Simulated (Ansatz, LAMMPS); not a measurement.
# Structural relaxation of glassy 47SiO2-23SrO-30Li2O (mol %) (119 atoms), part 2 of 3

How does glassy 47SiO2-23SrO-30Li2O (mol %) (119 atoms) relax, and what do bonds, charges and levels look like afterwards?

Ansatz 0.2.0; Kohn-Sham DFT, PBE, PAW (set soft_2), plane waves.

The cell: 20 Si, 10 Sr, 26 Li and 63 O. The quench rate of 25 K/ps far exceeds what a furnace or splat quench reaches. The starting topology of bonds comes from the classical model. Sampling is at Γ alone, for a cell whose shortest periodic width is 11 Å.

So far. Step 3 (Single point at the start): Neighbours are counted within 2.58 Å (O-Li), 2.12 Å (O-Si), 3.12 Å (O-Sr).

## Step 4: Relaxation

The atoms are relaxed in the fixed cell, aiming at the force tolerance of the input.

Input file input.yaml:

```yaml
crystal:
  lattice:
    - [11.43824, 0.0, 0.0]
    - [0.0, 11.43824, 0.0]
    - [0.0, 0.0, 11.43824]
  atoms:
    [... the 119 atom lines of step 3 ...]
kpoints:
  mp_grid: { grid: [1, 1, 1] }
hamiltonian:
  xc: pbe
scf:
  occupations: { method: fixed }
output:
  forces: true
relax:
  f_tol: 0.03
  max_steps: 200
```

Launch:

```bash
> ansatz run input.yaml --threads 4 --pin off --max-ram 8192MiB --backend cpu --events-out ev --progress --plain --runs-dir out
```

Numbers of over 12 decimals in the logs are rounded to 6 here.

Log:

```text
[...]
Crystal: 119 atoms, lattice volume = 1496.503 Å³
Basis set: ecut = 420 eV, 29279 PW (Γ), exchange–correlation on 160×160×160 points (8 copies of the dense FFT grid, shifted against one another)
Bands: 437, of which v1, the nominal top of the filled ones, is band 318 counted from 1 (317 counted from 0)
Symmetry: 1 space group operations
[...]
k-points: 1
[...]
SCF iter   1: F=—  HF=-89366.749709 eV  |F-HF|=—  |Δ(HF+E_count)|=         —  Δρ=2.23e-3  dr2=1.09e-1  ethr=1.77e-3  ⟨swp⟩=7.0  Hψ=1498  notcnv=0  defer=115
[...]
SCF iter   3: F=—  HF=-89366.761886 eV  |F-HF|=—  |Δ(HF+E_count)|=   9.63e-4  Δρ=5.60e-4  dr2=8.42e-3  ethr=3.92e-6  ⟨swp⟩=3.0  Hψ=535  notcnv=0  defer=96
automatic band count: iteration 3 solves 416 bands in place of 437: the levels show a gap, and the empty bands left out lie too high to hold charge; the band table lists the bands solved (type scf.n_extra_bands for more)
SCF iter   4: F=—  HF=-89366.761801 eV  |F-HF|=—  |Δ(HF+E_count)|=   8.50e-5  Δρ=1.92e-4  dr2=6.27e-4  ethr=1.32e-6  ⟨swp⟩=3.0  Hψ=627  notcnv=0  defer=96
[...]
SCF iter   6: F=-89366.761888 eV  HF=-89366.761890 eV  |F-HF|=2.20e-6  |Δ(HF+E_count)|=   3.29e-5  Δρ=3.77e-5  dr2=1.97e-5  ethr=3.54e-9  ⟨swp⟩=3.0  Hψ=1592  notcnv=0
SCF 1 converged in 6 iterations: F = -89366.761888 eV  dr2 = 1.97e-5
[...]
relax step   1: F+E_penalty+E_count = -89366.76188818 eV  Δ(F+E_penalty+E_count) = +0.000e0 eV  max|allowed force component| = 6.618e0 eV/Å  Δτ_max = 0.0000 Å  (6 SCF iters, dr2 threshold 2.25e-5 eV, accepted)
[... from here on, the SCF cycles and remarks between the steps are left out ...]
relax step   2: F+E_penalty+E_count = -89372.95953232 eV  Δ(F+E_penalty+E_count) = -6.198e0 eV  max|allowed force component| = 3.277e0 eV/Å  Δτ_max = 0.1950 Å  (7 SCF iters, dr2 threshold 1.00e-4 eV, accepted)
relax step   3: F+E_penalty+E_count = -89376.94573061 eV  Δ(F+E_penalty+E_count) = -3.986e0 eV  max|allowed force component| = 8.310e-1 eV/Å  Δτ_max = 0.1978 Å  (8 SCF iters, dr2 threshold 1.00e-4 eV, accepted)
relax step   4: F+E_penalty+E_count = -89377.88741959 eV  Δ(F+E_penalty+E_count) = -9.417e-1 eV  max|allowed force component| = 6.540e-1 eV/Å  Δτ_max = 0.2000 Å  (7 SCF iters, dr2 threshold 4.44e-5 eV, accepted)
relax step   5: F+E_penalty+E_count = -89378.44271266 eV  Δ(F+E_penalty+E_count) = -5.553e-1 eV  max|allowed force component| = 4.250e-1 eV/Å  Δτ_max = 0.1923 Å  (7 SCF iters, dr2 threshold 2.75e-5 eV, accepted)
relax step   6: F+E_penalty+E_count = -89378.80489584 eV  Δ(F+E_penalty+E_count) = -3.622e-1 eV  max|allowed force component| = 3.495e-1 eV/Å  Δτ_max = 0.2000 Å  (7 SCF iters, dr2 threshold 7.63e-5 eV, accepted)
relax step   7: F+E_penalty+E_count = -89378.97669711 eV  Δ(F+E_penalty+E_count) = -1.718e-1 eV  max|allowed force component| = 3.770e-1 eV/Å  Δτ_max = 0.1932 Å  (7 SCF iters, dr2 threshold 5.16e-5 eV, accepted)
relax step   8: F+E_penalty+E_count = -89379.02755600 eV  Δ(F+E_penalty+E_count) = -5.086e-2 eV  max|allowed force component| = 2.653e-1 eV/Å  Δτ_max = 0.2000 Å  (7 SCF iters, dr2 threshold 9.61e-5 eV, accepted)
relax step   9: F+E_penalty+E_count = -89379.14903584 eV  Δ(F+E_penalty+E_count) = -1.215e-1 eV  max|allowed force component| = 1.818e-1 eV/Å  Δτ_max = 0.2000 Å  (7 SCF iters, dr2 threshold 3.48e-5 eV, accepted)
relax step  10: F+E_penalty+E_count = -89379.20156900 eV  Δ(F+E_penalty+E_count) = -5.253e-2 eV  max|allowed force component| = 2.460e-1 eV/Å  Δτ_max = 0.1942 Å  (7 SCF iters, dr2 threshold 1.55e-5 eV, accepted)
relax step  11: F+E_penalty+E_count = -89379.23414303 eV  Δ(F+E_penalty+E_count) = -3.257e-2 eV  max|allowed force component| = 2.339e-1 eV/Å  Δτ_max = 0.1971 Å  (7 SCF iters, dr2 threshold 2.84e-5 eV, accepted)
relax step  12: F+E_penalty+E_count = -89379.23615611 eV  Δ(F+E_penalty+E_count) = -2.013e-3 eV  max|allowed force component| = 3.734e-1 eV/Å  Δτ_max = 0.2000 Å  (7 SCF iters, dr2 threshold 4.95e-5 eV, accepted)
relax step  13: F+E_penalty+E_count = -89379.28716495 eV  Δ(F+E_penalty+E_count) = -5.101e-2 eV  max|allowed force component| = 1.099e-1 eV/Å  Δτ_max = 0.0875 Å  (6 SCF iters, dr2 threshold 1.00e-4 eV, accepted)
relax step  14: F+E_penalty+E_count = -89379.31436097 eV  Δ(F+E_penalty+E_count) = -2.720e-2 eV  max|allowed force component| = 1.595e-1 eV/Å  Δτ_max = 0.2000 Å  (9 SCF iters, dr2 threshold 1.05e-6 eV, accepted)
relax step  15: F+E_penalty+E_count = -89379.32998431 eV  Δ(F+E_penalty+E_count) = -1.562e-2 eV  max|allowed force component| = 2.075e-1 eV/Å  Δτ_max = 0.1594 Å  (8 SCF iters, dr2 threshold 2.21e-6 eV, accepted)
relax step  16: F+E_penalty+E_count = -89379.34888623 eV  Δ(F+E_penalty+E_count) = -1.890e-2 eV  max|allowed force component| = 1.600e-1 eV/Å  Δτ_max = 0.0312 Å  (5 SCF iters, dr2 threshold 4.31e-5 eV, accepted)
relax step  17: F+E_penalty+E_count = -89379.36662684 eV  Δ(F+E_penalty+E_count) = -1.774e-2 eV  max|allowed force component| = 2.514e-1 eV/Å  Δτ_max = 0.2000 Å  (7 SCF iters, dr2 threshold 1.52e-5 eV, accepted)
relax step  18: F+E_penalty+E_count = -89379.39514274 eV  Δ(F+E_penalty+E_count) = -2.852e-2 eV  max|allowed force component| = 1.027e-1 eV/Å  Δτ_max = 0.0433 Å  (6 SCF iters, dr2 threshold 3.76e-5 eV, accepted)
relax step  19: F+E_penalty+E_count = -89379.42970400 eV  Δ(F+E_penalty+E_count) = -3.456e-2 eV  max|allowed force component| = 8.695e-2 eV/Å  Δτ_max = 0.2000 Å  (8 SCF iters, dr2 threshold 1.76e-6 eV, accepted)
relax step  20: F+E_penalty+E_count = -89379.43245437 eV  Δ(F+E_penalty+E_count) = -2.750e-3 eV  max|allowed force component| = 9.520e-2 eV/Å  Δτ_max = 0.1090 Å  (8 SCF iters, dr2 threshold 1.26e-6 eV, accepted)
relax step  21: F+E_penalty+E_count = -89379.30557720 eV  Δ(F+E_penalty+E_count) = +1.269e-1 eV  max|allowed force component| = 4.296e-1 eV/Å  Δτ_max = 0.2000 Å  (9 SCF iters, dr2 threshold 6.50e-6 eV, rejected (line search))
relax step  22: F+E_penalty+E_count = -89379.44293175 eV  Δ(F+E_penalty+E_count) = -1.048e-2 eV  max|allowed force component| = 3.769e-2 eV/Å  Δτ_max = 0.0520 Å  (11 SCF iters, accepted)
relax step  23: F+E_penalty+E_count = -89379.44101757 eV  Δ(F+E_penalty+E_count) = +1.914e-3 eV  max|allowed force component| = 7.358e-2 eV/Å  Δτ_max = 0.0375 Å  (8 SCF iters, rejected (line search))
relax step  24: F+E_penalty+E_count = -89379.44430238 eV  Δ(F+E_penalty+E_count) = -1.371e-3 eV  max|allowed force component| = 3.127e-2 eV/Å  Δτ_max = 0.0147 Å  (8 SCF iters, accepted)
relax step  25: F+E_penalty+E_count = -89379.44308264 eV  Δ(F+E_penalty+E_count) = +1.220e-3 eV  max|allowed force component| = 6.629e-2 eV/Å  Δτ_max = 0.0500 Å  (9 SCF iters, rejected (line search))
relax step  26: F+E_penalty+E_count = -89379.44637342 eV  Δ(F+E_penalty+E_count) = -2.071e-3 eV  max|allowed force component| = 1.714e-2 eV/Å  Δτ_max = 0.0250 Å  (8 SCF iters, accepted)
SCF converged after 8 iterations
Free energy (F): -89379.446373 eV
[...]
Internal energy: -89379.446373 eV  (E = F + TS)
E sigma→0 (E₀):  -89379.446373 eV
Fermi energy:    4.629913 eV
[...]
--- Forces (eV/Å), atoms counted from 1 ---
  atom   1  Si     0.00740676    -0.00305357     0.00064655
  atom   2  Si     0.00263629    -0.00451998     0.01714435
  atom   3  Si     0.00562769    -0.01702032    -0.00272497
  atom   4  Si    -0.01159557     0.00322655     0.00549219
  atom   5  Si    -0.00057479    -0.00743515    -0.00225635
  atom   6  Si     0.00160976     0.01213199    -0.00910586
  atom   7  Si     0.00909762    -0.00370944    -0.00609694
  atom   8  Si    -0.00570693     0.00234952    -0.00019258
  atom   9  Si    -0.00300697    -0.00612087     0.01145279
  atom  10  Si    -0.00285060     0.01091217    -0.00541679
  atom  11  Si    -0.00909258     0.00291397    -0.00125412
  atom  12  Si    -0.00181305     0.00684595    -0.00397175
  atom  13  Si     0.00318651     0.00865249    -0.00489634
  atom  14  Si     0.00097073    -0.00008776    -0.00320516
[...]
atom 118  O     -0.00645832    -0.00647620    -0.00214360
  atom 119  O      0.00183817     0.00875025     0.00960052
  max |Σ_I F_I| component: 1.13e-4 eV/Å
--- Relaxed structure (26 steps of the walk, 23 accepted, 0 SCFs on fresh bases) ---
  F+E_penalty+E_count = -89379.44637342 eV   max|allowed force component| = 1.714e-2 eV/Å
  atoms:
    - { symbol: Si, position: [0.655717, 0.791446, 0.841912] }
    - { symbol: Si, position: [0.798735, 0.384790, 0.557690] }
    - { symbol: Si, position: [0.876574, 0.252705, 0.791096] }
    - { symbol: Si, position: [0.161102, 0.759056, 0.388799] }
[...]
- { symbol: O, position: [0.985275, 0.183762, 0.730117] }
```

The job ended after 5.1 min (4 threads of Arm Neoverse V2, shared host; peak memory 1.8 GiB; 19 min of CPU time).

The steps of the relaxation (22 of 26):

| step | energy less that of the first step (eV) | largest force component (eV/Å) |
| --- | --- | --- |
| 1 | 0.0000 | 6.6184 |
| 2 | -6.1976 | 3.2765 |
| 3 | -10.1838 | 0.8310 |
| 5 | -11.6808 | 0.4250 |
| 6 | -12.0430 | 0.3495 |
| 7 | -12.2148 | 0.3770 |
| 8 | -12.2657 | 0.2653 |
| 9 | -12.3871 | 0.1818 |
| 11 | -12.4723 | 0.2339 |
| 12 | -12.4743 | 0.3734 |
| 13 | -12.5253 | 0.1099 |
| 14 | -12.5525 | 0.1595 |
| 15 | -12.5681 | 0.2075 |
| 16 | -12.5870 | 0.1600 |
| 18 | -12.6333 | 0.1027 |
| 19 | -12.6678 | 0.0869 |
| 20 | -12.6706 | 0.0952 |
| 21 | -12.5437 | 0.4296 |
| 22 | -12.6810 | 0.0377 |
| 24 | -12.6824 | 0.0313 |
| 25 | -12.6812 | 0.0663 |
| 26 | -12.6845 | 0.0171 |

Relaxation steps 21, 23, 25 were tried and not accepted.

The atoms that moved most (Å):

| atom | dx | dy | dz | length |
| --- | --- | --- | --- | --- |
| Sr30 | -0.712 | 0.285 | -0.562 | 0.951 |
| Li43 | -0.621 | -0.225 | -0.633 | 0.915 |
| Li39 | 0.697 | -0.029 | 0.583 | 0.909 |
| Li33 | -0.816 | 0.304 | 0.084 | 0.875 |
| O62 | 0.474 | -0.591 | -0.337 | 0.829 |
| O115 | 0.259 | 0.537 | -0.540 | 0.804 |
| O98 | -0.191 | 0.411 | -0.571 | 0.729 |
| Li48 | 0.001 | 0.284 | -0.640 | 0.701 |

The relaxation changed the energy by -107 meV/atom, and atoms moved by 0.39 Å r.m.s., 0.95 Å at most.

## Step 5: Structure statistics after relaxation

Bonds before and after, by the cutoffs listed below:

| pair | bonds before | bonds after | mean before (Å) | mean after (Å) | spread before (Å) | spread after (Å) |
| --- | --- | --- | --- | --- | --- | --- |
| O-Li | 95 | 95 | 2.078 | 2.009 | 0.150 | 0.153 |
| O-Si | 80 | 80 | 1.612 | 1.652 | 0.053 | 0.037 |
| O-Sr | 60 | 61 | 2.694 | 2.628 | 0.181 | 0.169 |

Density 2.91 g/cm³, 12.58 Å³ an atom.

Pair distribution functions g(r), in bins of 0.2 Å:

| r (Å) | total | O-O | O-Li | O-Si | O-Sr | Li-Li | Li-Si |
| --- | --- | --- | --- | --- | --- | --- | --- |
| 1.50 | 0.24 | 0.00 | 0.00 | 1.33 | 0.00 | 0.00 | 0.00 |
| 1.70 | 2.29 | 0.00 | 0.23 | 12.56 | 0.00 | 0.00 | 0.00 |
| 1.90 | 1.11 | 0.00 | 4.81 | 0.00 | 0.00 | 0.00 | 0.00 |
| 2.10 | 0.70 | 0.00 | 3.04 | 0.00 | 0.00 | 0.00 | 0.00 |
| 2.30 | 0.22 | 0.00 | 0.42 | 0.00 | 0.51 | 1.62 | 0.00 |
| 2.50 | 0.70 | 0.46 | 0.17 | 0.00 | 4.49 | 1.13 | 1.05 |
| 2.70 | 1.68 | 4.30 | 0.34 | 0.00 | 2.35 | 1.44 | 1.43 |
| 2.90 | 0.77 | 0.78 | 0.53 | 0.05 | 0.80 | 1.70 | 2.80 |
| 3.10 | 1.02 | 0.98 | 0.57 | 0.19 | 0.69 | 2.40 | 2.65 |
| 3.30 | 1.13 | 1.33 | 0.99 | 0.63 | 0.34 | 1.13 | 1.69 |
| 3.50 | 1.10 | 1.34 | 1.07 | 0.58 | 1.08 | 0.89 | 1.21 |
| 3.70 | 1.02 | 0.79 | 0.98 | 1.34 | 0.83 | 1.02 | 0.75 |
| 3.90 | 0.95 | 0.65 | 1.28 | 1.39 | 0.86 | 0.48 | 0.76 |
| 4.10 | 1.14 | 0.58 | 1.29 | 1.99 | 0.84 | 1.35 | 0.81 |
| 4.30 | 1.12 | 0.68 | 1.64 | 1.79 | 0.66 | 0.56 | 0.50 |
| 4.50 | 0.92 | 0.74 | 1.11 | 1.23 | 1.25 | 0.61 | 0.34 |
| 4.70 | 0.85 | 0.80 | 0.95 | 0.85 | 1.20 | 0.32 | 0.97 |
| 4.90 | 0.96 | 1.33 | 0.73 | 0.75 | 1.34 | 0.59 | 0.86 |
| 5.10 | 0.98 | 1.29 | 0.88 | 0.53 | 1.10 | 1.34 | 1.01 |
| 5.30 | 0.96 | 1.29 | 0.73 | 0.60 | 1.08 | 1.25 | 1.34 |
| 5.50 | 0.97 | 1.05 | 0.84 | 0.80 | 0.84 | 0.88 | 1.28 |

Bonds by pair of elements; cutoffs follow the first minimum of g(r), held within bounds set by covalent radii, and pairs that aren't listed don't count as bonded:

| pair A-B | cutoff (Å) | bonds | mean length (Å) | spread (Å) | shortest (Å) | B about A | A about B |
| --- | --- | --- | --- | --- | --- | --- | --- |
| O-Li | 2.58 | 95 | 2.01 | 0.153 | 1.77 | 1.51 | 3.65 |
| O-Si | 2.12 | 80 | 1.65 | 0.037 | 1.59 | 1.27 | 4 |
| O-Sr | 3.08 | 61 | 2.63 | 0.169 | 2.30 | 0.968 | 6.1 |

How many atoms have how many bonded neighbours:

| element | mean | 2 | 3 | 4 | 5 | 6 | 7 |
| --- | --- | --- | --- | --- | --- | --- | --- |
| Li | 3.65 | 0 | 10 | 15 | 1 | 0 | 0 |
| O | 3.75 | 2 | 22 | 30 | 8 | 1 | 0 |
| Si | 4 | 0 | 0 | 20 | 0 | 0 | 0 |
| Sr | 6.1 | 0 | 0 | 0 | 1 | 7 | 2 |

Bond angles, per cent of each kind in bins of 5°:

| angle (°) | O-Sr-O | O-Li-O | O-Si-O | Li-O-Si | Li-O-Sr |
| --- | --- | --- | --- | --- | --- |
| 50–55 | 1.9 | 0.0 | 0.0 | 0.0 | 0.0 |
| 55–60 | 4.5 | 0.0 | 0.0 | 0.0 | 0.0 |
| 60–65 | 2.5 | 0.0 | 0.0 | 0.0 | 0.0 |
| 65–70 | 6.4 | 0.8 | 0.0 | 0.0 | 2.6 |
| 70–75 | 2.5 | 3.9 | 0.0 | 0.0 | 2.6 |
| 75–80 | 6.4 | 3.9 | 0.0 | 5.0 | 3.9 |
| 80–85 | 9.6 | 1.5 | 0.0 | 6.0 | 11.5 |
| 85–90 | 6.4 | 2.3 | 0.0 | 5.0 | 15.4 |
| 90–95 | 10.2 | 5.4 | 0.0 | 5.0 | 12.8 |
| 95–100 | 6.4 | 10.0 | 3.3 | 4.0 | 9.0 |
| 100–105 | 4.5 | 11.5 | 15.0 | 7.0 | 5.1 |
| 105–110 | 3.2 | 15.4 | 39.2 | 9.0 | 11.5 |
| 110–115 | 5.1 | 10.0 | 28.3 | 8.0 | 2.6 |
| 115–120 | 2.5 | 10.8 | 12.5 | 14.0 | 3.9 |
| 120–125 | 3.8 | 6.2 | 1.7 | 6.0 | 5.1 |
| 125–130 | 3.8 | 5.4 | 0.0 | 9.0 | 2.6 |
| 130–135 | 2.5 | 3.9 | 0.0 | 6.0 | 2.6 |
| 135–140 | 3.8 | 2.3 | 0.0 | 6.0 | 1.3 |
| 140–145 | 0.6 | 3.9 | 0.0 | 1.0 | 1.3 |
| 145–150 | 3.8 | 0.8 | 0.0 | 3.0 | 1.3 |
| 150–155 | 3.2 | 1.5 | 0.0 | 1.0 | 1.3 |
| 155–160 | 3.2 | 0.8 | 0.0 | 1.0 | 1.3 |
| 160–165 | 0.6 | 0.0 | 0.0 | 1.0 | 2.6 |
| 165–170 | 0.6 | 0.0 | 0.0 | 2.0 | 0.0 |
| 170–175 | 1.3 | 0.0 | 0.0 | 1.0 | 0.0 |
| 175–180 | 0.6 | 0.0 | 0.0 | 0.0 | 0.0 |

Bond angles (no mean is given where the spread exceeds 20°):

| angle | count | mean (°) | spread (°) |
| --- | --- | --- | --- |
| O-Sr-O | 157 | - | - |
| O-Li-O | 130 | 109 | 18.3 |
| O-Si-O | 120 | 109 | 5.2 |
| Li-O-Si | 100 | - | - |
| Li-O-Sr | 78 | - | - |

Oxygen atoms by the number of network formers (Si, P, Ge, B, Al, As, Ga) bound to them:

| network formers bound to O | O atoms | per cent |
| --- | --- | --- |
| 0 | 2 | 3.2 |
| 1 | 42 | 66.7 |
| 2 | 19 | 30.2 |

Network units: each former by its oxygen neighbours and how many of them bridge to another former:

| former | O neighbours | bridging O | atoms |
| --- | --- | --- | --- |
| Si | 4 | 1 | 7 |
| Si | 4 | 2 | 8 |
| Si | 4 | 3 | 5 |

Bond length by coordination (bonds to H left out):

| element | coordination | atoms | mean bond length (Å) |
| --- | --- | --- | --- |
| Li | 3 | 10 | 1.93 |
| Li | 4 | 15 | 2.03 |
| Li | 5 | 1 | 2.19 |
| O | 2 | 2 | 1.65 |
| O | 3 | 22 | 1.97 |
| O | 4 | 30 | 2.06 |
| O | 5 | 8 | 2.16 |
| O | 6 | 1 | 2.13 |
| Sr | 5 | 1 | 2.54 |
| Sr | 6 | 7 | 2.63 |
| Sr | 7 | 2 | 2.65 |

Rings of the network by King's shortest-path rule, up to 12 atoms, one path for each pair of neighbours; H, halogens, alkali and alkaline-earth atoms are left out, and the last column divides by all other atoms, bonded or not:

| ring size (atoms) | rings | per network atom |
| --- | --- | --- |
| 12 | 1 | 0.012 |

For some of the pairs, g(r) has its first main peak near 2.7 Å (O-O), 1.9 Å (O-Li), 1.6 Å (O-Si), 2.5 Å (O-Sr) and 3.0 Å (Li-Si). By these cutoffs 58 % of Li atoms have 4, 48 % of O atoms have 4, all Si atoms have 4 and 70 % of Sr atoms have 6 bonded neighbours. 30 % of the oxygens bridge two formers (Si) and 67 % are non-bridging; 3 % join none. The commonest Si unit has 4 oxygens, 2 of them shared with other formers (8 of 20 atoms). All rings counted have 12 atoms.

(Part 2 of 3 ends here.)

[Logs are printed without paths, hosts, clocks, repeated set-up lines and the standing remarks that a program may print on its own settings, such as how far it seeks lower states.]

[Hosts, paths, dates, database ids (printed as entryN), source tags and the programs' standing remarks are cut or masked in the printed files.]
